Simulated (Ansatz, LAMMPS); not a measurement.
# An extra electron or hole in K+ BF4- in acetonitrile and tetrahydrofuran and propylene carbonate at 300 K (588 atoms), part 2 of 4

Aim: add and remove one electron in K+ BF4- in acetonitrile and tetrahydrofuran and propylene carbonate at 300 K (588 atoms), with atoms held and relaxed, and read trapping energy and localisation.

Ansatz 0.2.0; Kohn-Sham DFT, PBE+D4, PAW (set soft_2), plane waves.

The cell: 172 C, 70 O, 296 H, 14 N, 6 B, 24 F and 6 K. The network of contacts between molecules at the start is that of the classical potential that made the cell. Only the Γ point is sampled, in a cell whose shortest periodic width is 19 Å. The liquid is relaxed first.

So far. Step 2 (Single point at the start): The r.m.s. force at the start is 0.97 eV/Å. Step 3 (Relaxation): The relaxation was stopped at its limit after 48 steps, 29.7 eV below its start, with a largest force component of 0.27 eV/Å.

## (4) Single point at the relaxed geometry

The electronic structure is read at the final geometry, in a run of its own.

Input file input.yaml:

```yaml
crystal:
  lattice:
    - [18.94644, 0.0, 0.0]
    - [0.0, 18.94644, 0.0]
    - [0.0, 0.0, 18.94644]
  atoms:
    - { symbol: C, position: [0.06093, 0.54075, 0.50341] }
    - { symbol: C, position: [0.10288, 0.60913, 0.51471] }
    - { symbol: C, position: [0.15797, 0.60533, 0.45599] }
    - { symbol: O, position: [0.12692, 0.56358, 0.3997] }
    - { symbol: C, position: [0.05952, 0.53621, 0.42323] }
    - { symbol: H, position: [0.08955, 0.49552, 0.52595] }
    [... 576 atom lines left out ...]
    - { symbol: K, position: [0.8025, 0.53241, 0.37925] }
    - { symbol: K, position: [0.39494, 0.97558, 0.02473] }
    - { symbol: K, position: [0.76905, 0.39242, 0.60215] }
    - { symbol: K, position: [0.80689, 0.75178, 0.62719] }
    - { symbol: K, position: [0.45007, 0.93721, 0.82339] }
    - { symbol: K, position: [0.11874, 0.6149, 0.26433] }
kpoints:
  mp_grid: { grid: [1, 1, 1] }
hamiltonian:
  xc: pbe
  dispersion: d4
scf:
  occupations: { method: fermi_dirac, width: 0.025 }
output:
  forces: true
  stress: true
  populations: true
  dos:
    method: { smearing: { sigma: 0.08 } }
    de: 0.1
    projected: { site_lists: { B: [B], C: [C], F: [F], H: [H], K: [K] } }
  eigenvalues: true
  write_density: true
  write_potential: true
  volumetric_format: npy
  elf: true
```

On the command line:

```bash
$ ansatz run input.yaml --threads 32 --pin off --max-ram 143360MiB --backend cuda --events-out ev --progress --plain --runs-dir out
```

Log:

```text
[...]
GPU FFT provider: cuFFT
GPU libraries: cuBLAS 13.8.1, cuFFT 12.4.0, cuSOLVER 12.3.2
[...]
Crystal: 588 atoms, lattice volume = 6801.158 Å³
Basis set: ecut = 420 eV, 133123 PW (Γ), exchange–correlation on 256×256×256 points (8 copies of the dense FFT grid, shifted against one another)
Bands: 1445, of which v1, the nominal top of the filled ones, is band 857 counted from 1 (856 counted from 0)
Symmetry: 1 space group operations
[...]
k-points: 1
[...]
GPU buffer pool allocated for 2097152 grid points (all kernels)
[...]
SCF iter   1: F=—  HF=-122590.368636 eV  |F-HF|=—  |Δ(HF+E_count)|=         —  Δρ=5.06e-3  dr2=2.87e0  ethr=1.77e-3  ⟨swp⟩=6.0  Hψ=6601  notcnv=0  defer=249
[...]
SCF iter  12: F=-122589.503771 eV  HF=-122589.503771 eV  |F-HF|=1.33e-8  |Δ(HF+E_count)|=   1.47e-8  Δρ=6.32e-7  dr2=3.11e-8  ethr=5.83e-12  ⟨swp⟩=24.0  Hψ=15102  notcnv=0
SCF 1 converged in 12 iterations: F = -122589.503771 eV  dr2 = 3.11e-8
[...]
WARN: The input density's exchange-correlation potential varies sharply where the density is thin. Do not read a vacuum level from v_tot or v_xc, or from such a field of the output density. On a cell that repeats whose density bears no net charge and no dipole along the vacuum's axis use v_es (v_loc + v_h of the components); [...]
SCF converged after 12 iterations
Free energy (F): -122589.503771 eV
[...]
Internal energy: -122589.503771 eV  (E = F + TS)
E sigma→0 (E₀):  -122589.503771 eV
Fermi energy:    1.484803 eV
[...]
--- Forces (eV/Å), atoms counted from 1 ---
[... 588 lines of forces left out ...]
  max |Σ_I F_I| component: 1.43e-4 eV/Å
--- Stress (GPa, compression-positive) ---
       -0.385121      -0.005735      -0.020154
       -0.005736      -0.431677       0.001635
       -0.020154       0.001633      -0.394232
  P = ⅓ Tr σ = -0.4037 GPa (-4.037 kbar)
--- Band table (eV) ---
[... left out ...]
--- Löwdin populations: 588 sites ---
  site symbol       q [e]
[... 588 lines, one an atom, left out ...]
  spilling = 0.012496 (of n_electrons = 1714.000000)
```

The job ended after 9.3 s (1 × NVIDIA GB200 with 32 threads of Arm Neoverse V2, shared host; peak memory 3.5 GiB; 1.8 min of CPU time).

That memory is the host's; the program planned 22.8 GiB on the GPU.

The program notes that the exchange-correlation potential is rough where the density is thin.

The run gave:

```yaml
free_energy: -122589.5038 eV
free_energy_per_atom: -208.4856 eV/atom
scf_cycles: 12
pressure: -0.4037 GPa
r_m_s_force_component: 0.01767 eV/Å
longest_force: 0.2842 eV/Å
fermi_energy: 1.485 eV
spacing_of_highest_filled_and_lowest_empty_level: 4.421 eV
spilling_of_the_projection: 0.0125
```

Löwdin charges by element and coordination (they lack the spilled electrons, 0.036 e an atom on average):

```
element  coordination  atoms  mean charge (e)  spread   least    most
      B           all      6            0.880  0.0033   0.875   0.885
      C           all    172          -0.0676   0.335  -0.496   0.727
      C             2     14            0.243  0.0098   0.224   0.254
      C             3     17            0.715  0.0055   0.706   0.727
      C             4    141           -0.193   0.193  -0.496   0.113
      F           all     24           -0.391  0.0054  -0.405  -0.379
      F             1     16           -0.392  0.0059  -0.405  -0.379
      F             2      7           -0.390  0.0043  -0.397  -0.384
      F             3      1           -0.395       0  -0.395  -0.395
      H           all    296            0.201  0.0244   0.147   0.261
      K           all      6            0.833  0.0083   0.819   0.845
      K             6      3            0.831  0.0108   0.819   0.845
      K             7      3            0.834  0.0042   0.830   0.840
      N           all     14           -0.242  0.0092  -0.255  -0.229
      N             1      4           -0.239  0.0094  -0.254  -0.229
      N             2      9           -0.244  0.0091  -0.255  -0.232
      N             3      1           -0.239       0  -0.239  -0.239
      O           all     70           -0.341  0.0605  -0.448  -0.262
      O             1     11           -0.415  0.0084  -0.428  -0.403
      O             2     47           -0.317  0.0533  -0.434  -0.262
      O             3     11           -0.365  0.0493  -0.448  -0.280
      O             4      1           -0.399       0  -0.399  -0.399
```

States in the cell by windows of 1 eV, zero at the Fermi level; some projections on atomic orbitals stand beside the total:

```
from (eV)  to (eV)  total   C p   H s   F p   C s
      -14      -13   36.4   0.2   0.2   0.1   0.3
      -13      -12   34.0   8.4   5.7   0.0   8.3
      -12      -11   93.1  28.4  16.4   0.0  21.8
      -11      -10   23.1   8.2   5.4   0.1   5.5
      -10       -9   94.1  37.8  12.4   9.2   4.4
       -9       -8  138.8  64.1  22.5  14.9   5.5
       -8       -7  192.7  87.3  32.9  14.6   1.9
       -7       -6  150.2  78.0  36.8   4.3   1.1
       -6       -5  207.4  68.9  22.1  45.2   1.4
       -5       -4  237.2  80.6  33.0  41.9   1.0
       -4       -3   69.6   8.8   5.9   2.9   0.2
       -3       -2   37.9   3.9   7.3   0.0   0.1
       -2        2    0.0   0.0   0.0   0.0   0.0
        2        3   86.1  31.3  14.3   0.0   4.2
        3        4  112.6  30.4  24.1   0.1   9.7
        4        5  128.4  26.4  30.6   0.2  11.8
```

The curve was stored every 0.100 eV, coarse against its broadening of 0.08 eV, so these counts are rough.

Between -26 and -14 eV lie 379 more states.

Not all projections were asked for or kept, so they needn't add up to the total.

The levels nearest the highest filled one (over half full), pooled over k-points and spins:

```
level less the highest filled one (eV)  occupation
                                -0.127           2
                                -0.119           2
                                -0.106           2
                               -0.0567           2
                               -0.0445           2
                                     0           2
                                  4.42           0
                                  4.57           0
                                  4.66           0
                                  4.69           0
                                  4.73           0
                                  4.75           0
```

Filled and empty levels are parted by 4.42 eV (at Γ alone); a semilocal functional tends to put such gaps too low. In a disordered cell it changes from sample to sample and from frame to frame. Mean Löwdin charges: B +0.88, C -0.07, F -0.39, H +0.20, K +0.83, N -0.24 e (they miss 1.2 % of the electrons, so they add up to more than the cell's charge).

## (5) An extra electron, atoms held

The electron count changes by one with the atoms held: a vertical process, on a uniform background, with spin and a narrow Fermi–Dirac smearing. Its energy against the neutral cell hangs on the program's zero of potential.

Input file input.yaml:

```yaml
crystal:
  lattice:
    - [18.94644, 0.0, 0.0]
    - [0.0, 18.94644, 0.0]
    - [0.0, 0.0, 18.94644]
  atoms:
    [... the 588 atom lines of step 4 ...]
total_charge: -1
kpoints:
  mp_grid: { grid: [1, 1, 1] }
hamiltonian:
  xc: pbe
  dispersion: d4
scf:
  occupations: { method: fermi_dirac, width: 0.01 }
  lower_state_search: "off"
output:
  forces: true
  stress: true
  populations: true
  dos:
    method: { smearing: { sigma: 0.15 } }
    de: 0.1
    projected: { site_lists: { B: [B], C: [C], F: [F], H: [H], K: [K] } }
  eigenvalues: true
  write_density: true
  write_potential: true
  volumetric_format: npy
magnetization:
  spin_polarized: true
  initial_magnetization: 1
```

Log:

```text
[...]
Crystal: 588 atoms, lattice volume = 6801.158 Å³
Basis set: ecut = 420 eV, 133123 PW (Γ), exchange–correlation on 256×256×256 points (8 copies of the dense FFT grid, shifted against one another)
Bands: 1446, of which v1, the nominal top of the filled ones, is band 858 counted from 1 (857 counted from 0)
Symmetry: 1 space group operations
[...]
k-points: 1
[... 15 lines on functional and potentials left out ...]
Starting moments: Σ|m| = 1 μB on 588 of 588 sites
[...]
SCF iter   1: F=—  HF=-123027.064882 eV  |F-HF|=—  |Δ(HF+E_count)|=         —  Δρ=8.46e-2 (↑8.44e-2 ↓8.46e-2)  dr2=3.59e3  dr2_m=1.61e-1  M=1.000 μB ∫|m|=1.045 μB  β_m=1.00  ethr=3.10e-3  ⟨swp⟩=7.0  Hψ=14936  notcnv=0  defer=126
[...]
spin=Collinear: Kerker preconditioning applied to the charge; magnetization (m = ρ↑ − ρ↓) channel mixes plain (no charge-response kernel on spin).
SCF iter   2: F=—  HF=-122800.809840 eV  |F-HF|=—  |Δ(HF+E_count)|=         —  Δρ=4.47e-2 (↑4.45e-2 ↓4.47e-2)  dr2=5.87e2  dr2_m=9.96e-2  M=0.024 μB ∫|m|=0.147 μB  β_m=0.30  ethr=3.10e-3  ⟨swp⟩=3.0  Hψ=5808  notcnv=0  defer=1128
[...]
SCF iter   3: F=—  HF=-122703.485671 eV  |F-HF|=—  |Δ(HF+E_count)|=    9.73e1  Δρ=2.98e-2 (↑2.97e-2 ↓2.98e-2)  dr2=3.10e2  dr2_m=5.08e-2  M=0.033 μB ∫|m|=0.123 μB  β_m=0.30  ethr=3.10e-3  ⟨swp⟩=2.0  Hψ=5043  notcnv=0  defer=1129
[...]
SCF iter   9: F=—  HF=-122586.394886 eV  |F-HF|=—  |Δ(HF+E_count)|=   7.84e-2  Δρ=1.30e-3 (↑1.30e-3 ↓1.29e-3)  dr2=1.70e0  dr2_m=1.02e-3  M=0.019 μB ∫|m|=0.046 μB  β_m=0.30  ethr=1.35e-4  ⟨swp⟩=7.5  Hψ=3452  notcnv=0  defer=1142
[...]
SCF 1 converged in 47 iterations: F = -122585.878879 eV  dr2 = 9.71e-8
[...]
SCF converged after 47 iterations
[...]
Free energy (F): -122585.878879 eV
[...]
Internal energy: -122585.865016 eV  (E = F + TS)
E sigma→0 (E₀):  -122585.871947 eV
Entropy (-TS):   -0.013863 eV (-0.024 meV/atom)
Fermi energy:    3.731791 eV
[...]
Σ components = -122585.878879   (vs F -122585.878879, Δ=0.00e0)
--- Forces (eV/Å), atoms counted from 1 ---
[... 588 lines of forces left out ...]
  max |Σ_I F_I| component: 1.84e-4 eV/Å
--- Stress (GPa, compression-positive) ---
       -0.382158      -0.007209      -0.021237
       -0.007210      -0.429479       0.003568
       -0.021238       0.003567      -0.391572
  P = ⅓ Tr σ = -0.4011 GPa (-4.011 kbar)
--- Band table (eV) ---
[... left out ...]
--- Löwdin populations: 588 sites ---
  site symbol       q [e]    m [muB]
[... 588 lines, one an atom, left out ...]
  spilling = 0.012620 (of n_electrons = 1715.000000)
```

The job ended after 21 s (1 × NVIDIA GB200 with 32 threads; peak memory 3.5 GiB; 2.3 min of CPU time).

The program notes that starting moments were not kept.

An extra electron, atoms held: the energy stands 3.62 eV above that of the reference. An odd electron should give 1 μB; this run ended with the carrier shared between both spins.

The levels nearest the highest filled one (over half full), pooled over k-points and spins:

```
level less the highest filled one (eV)  occupation
                                 -4.45           1
                                 -4.45           1
                                     0         0.5
                                     0         0.5
                                 0.156           0
                                 0.156           0
                                 0.236           0
                                 0.236           0
```

## (6) An extra electron, atoms relaxed

The atoms now respond to the charge; the energy gained comes from screening by the atoms, from trapping if the charge localises, and from any strain left in the reference.

input.yaml, the sections that differ from step 5:

```yaml
output:
  forces: true
relax:
  f_tol: 0.05
  max_steps: 90
# crystal, total_charge, kpoints, hamiltonian, scf, magnetization: as in step 5
```

Log:

```text
The last accepted step is kept in <dir> (removed where the run ends without a failure and the disk answers)
Engine: ansatz 0.2.0, aarch64-unknown-linux-gnu
Pseudopotentials: kind: paw
Pseudopotential: C, paw, valence charge 4, recommended cutoff 420 eV (normal), C.paw.azcp
Pseudopotential: O, paw, valence charge 6, recommended cutoff 420 eV (normal), O.paw.azcp
Pseudopotential: H, paw, valence charge 1, recommended cutoff 420 eV (normal), H.paw.azcp
Pseudopotential: N, paw, valence charge 5, recommended cutoff 420 eV (normal), N.paw.azcp
Pseudopotential: B, paw, valence charge 3, recommended cutoff 420 eV (normal), B.paw.azcp
Pseudopotential: F, paw, valence charge 7, recommended cutoff 420 eV (normal), F.paw.azcp
Pseudopotential: K, paw, valence charge 9, recommended cutoff 420 eV (normal), K.paw.azcp
[...]
Crystal: 588 atoms, lattice volume = 6801.158 Å³
Basis set: ecut = 420 eV, 133123 PW (Γ), exchange–correlation on 256×256×256 points (8 copies of the dense FFT grid, shifted against one another)
Bands: 1446, of which v1, the nominal top of the filled ones, is band 858 counted from 1 (857 counted from 0)
Symmetry: 1 space group operations
Space group: P1 (ITA 1), of the structure as read, at distance tolerance 1.9e-4 Å
Magnetic group: BNS 1.1 (UNI 1), of the structure as read, at distance tolerance 1.9e-4 Å
k-points: 1
[... 15 lines on functional and potentials left out ...]
Starting moments: Σ|m| = 1 μB on 588 of 588 sites
Initial wavefunctions: pseudopotential atomic-orbital guess
[...]
Functional: x = pbe(κ = 0.804, μ = 0.219515), c = pbe(β = 0.066725)
SCF iter   1: F=—  HF=-123027.064891 eV  |F-HF|=—  |Δ(HF+E_count)|=         —  Δρ=8.46e-2 (↑8.44e-2 ↓8.46e-2)  dr2=3.59e3  dr2_m=1.61e-1  M=1.000 μB ∫|m|=1.045 μB  β_m=1.00  ethr=3.10e-3  ⟨swp⟩=7.0  Hψ=14936  notcnv=0  defer=126
preconditioner: auto → Kerker (q_TF=auto, 2.169 Å⁻¹)  [metal: Δε(μ)=0.021 eV  Ē_g=13.204 eV  σ=0.010 eV  W_gap=0.48  n_scr=1188 (ndim 8)  ℏωp=16.1 eV  f_vac=0.117  D(μ)=62.00/eV (n_scr^D=250)]
spin=Collinear: Kerker preconditioning applied to the charge; magnetization (m = ρ↑ − ρ↓) channel mixes plain (no charge-response kernel on spin).
SCF iter   2: F=—  HF=-122800.810172 eV  |F-HF|=—  |Δ(HF+E_count)|=         —  Δρ=4.47e-2 (↑4.45e-2 ↓4.47e-2)  dr2=5.87e2  dr2_m=9.96e-2  M=0.024 μB ∫|m|=0.147 μB  β_m=0.30  ethr=3.10e-3  ⟨swp⟩=3.0  Hψ=5808  notcnv=0  defer=1128
Mixer restart at iter 2: flushing history
SCF iter   3: F=—  HF=-122703.485662 eV  |F-HF|=—  |Δ(HF+E_count)|=    9.73e1  Δρ=2.98e-2 (↑2.97e-2 ↓2.98e-2)  dr2=3.10e2  dr2_m=5.08e-2  M=0.033 μB ∫|m|=0.123 μB  β_m=0.30  ethr=3.10e-3  ⟨swp⟩=2.0  Hψ=5043  notcnv=0  defer=1129
[...]
SCF iter   9: F=—  HF=-122586.395473 eV  |F-HF|=—  |Δ(HF+E_count)|=   7.78e-2  Δρ=1.30e-3 (↑1.30e-3 ↓1.29e-3)  dr2=1.70e0  dr2_m=1.02e-3  M=0.019 μB ∫|m|=0.046 μB  β_m=0.30  ethr=1.35e-4  ⟨swp⟩=10.5  Hψ=3484  notcnv=0  defer=1142
[...]
SCF 1 converged in 29 iterations: F = -122585.878849 eV  dr2 = 5.92e-5
[...]
relax step   2: F+E_penalty+E_count = -122585.89954574 eV  Δ(F+E_penalty+E_count) = -2.070e-2 eV  max|allowed force component| = 1.016e-1 eV/Å  Δτ_max = 0.0838 Å  (9 SCF iters, dr2 threshold 4.33e-6 eV, accepted)
[...]
relax step   5: F+E_penalty+E_count = -122585.92841414 eV  Δ(F+E_penalty+E_count) = -1.060e-2 eV  max|allowed force component| = 9.947e-2 eV/Å  Δτ_max = 0.0620 Å  (10 SCF iters, dr2 threshold 3.02e-6 eV, accepted)
[...]
relax step  14: F+E_penalty+E_count = -122586.05289352 eV  Δ(F+E_penalty+E_count) = -1.747e-2 eV  max|allowed force component| = 1.640e-1 eV/Å  Δτ_max = 0.1462 Å  (9 SCF iters, dr2 threshold 5.72e-5 eV, accepted)
[...]
relax step  22: F+E_penalty+E_count = -122586.10592447 eV  Δ(F+E_penalty+E_count) = -7.082e-3 eV  max|allowed force component| = 1.364e-1 eV/Å  Δτ_max = 0.1178 Å  (12 SCF iters, accepted)
[...]
Free energy (F): -122586.105924 eV
Harris-Foulkes:  -122586.105924 eV  (|F-HF|=2.97e-8)
Internal energy: -122586.092061 eV  (E = F + TS)
E sigma→0 (E₀):  -122586.098993 eV
Entropy (-TS):   -0.013863 eV (-0.024 meV/atom)
Fermi energy:    3.679604 eV
--- Per-component energies (eV) ---
  E_band       = -14834.972284
  E_kinetic    = 40525.895613
  E_local      = -151758.394278  (includes V_loc(G=0)·N_el)
  E_nonlocal   = 11098.692780
  E_hartree    = 58056.741387
  E_xc         = -19771.906385
  E_vxc        = -24880.423372  (∫ρ·V_xc dr)
  E_paw        = -40086.965098  (= ΣΔE_a)
  E_vpaw       = -5934.038511  (= ΣTr[D̂ρ^β])
  E_aug_tail   = -0.184492  (compensation charges beyond the density's cutoff)
  E_ewald      = -20623.464053
  E_disp       = -26.507537  (pairwise vdW)
  E_smearing   = -0.013863  (= −TS)
  E_closure    = 0.000000  (closes the sum)
  E_deformation_potential = -6.475338  (in the stress; not in F)
  Σ components = -122586.105924   (vs F -122586.105924, Δ=0.00e0)
--- Forces (eV/Å), atoms counted from 1 ---
[... 588 lines of forces left out ...]
  max |Σ_I F_I| component: 2.59e-4 eV/Å
End of that report.
this run last wrote the structure of step 22 to <dir>
Error: SIGINT received: cancelled by the caller after 1 completed SCF iterations
```

Elapsed: 3 min, on 1 × NVIDIA GB200 with 32 threads; peak memory 3.1 GiB.

The relaxation was stopped at its limit after 22 steps, 0.227 eV below its start, with a largest force component of 0.14 eV/Å.

An extra electron, atoms relaxed: the energy stands 3.40 eV above that of the reference.

(Continued in part 3 of 4.)

[Long decimals in the printed logs are rounded to 6 places.]

[Logs are printed without paths, hosts, clocks, repeated set-up lines and the standing remarks that a program may print on its own settings, such as how far it seeks lower states.]

[Hosts, paths, dates, database ids (printed as entryN), source tags and the programs' standing remarks are cut or masked in the printed files.]
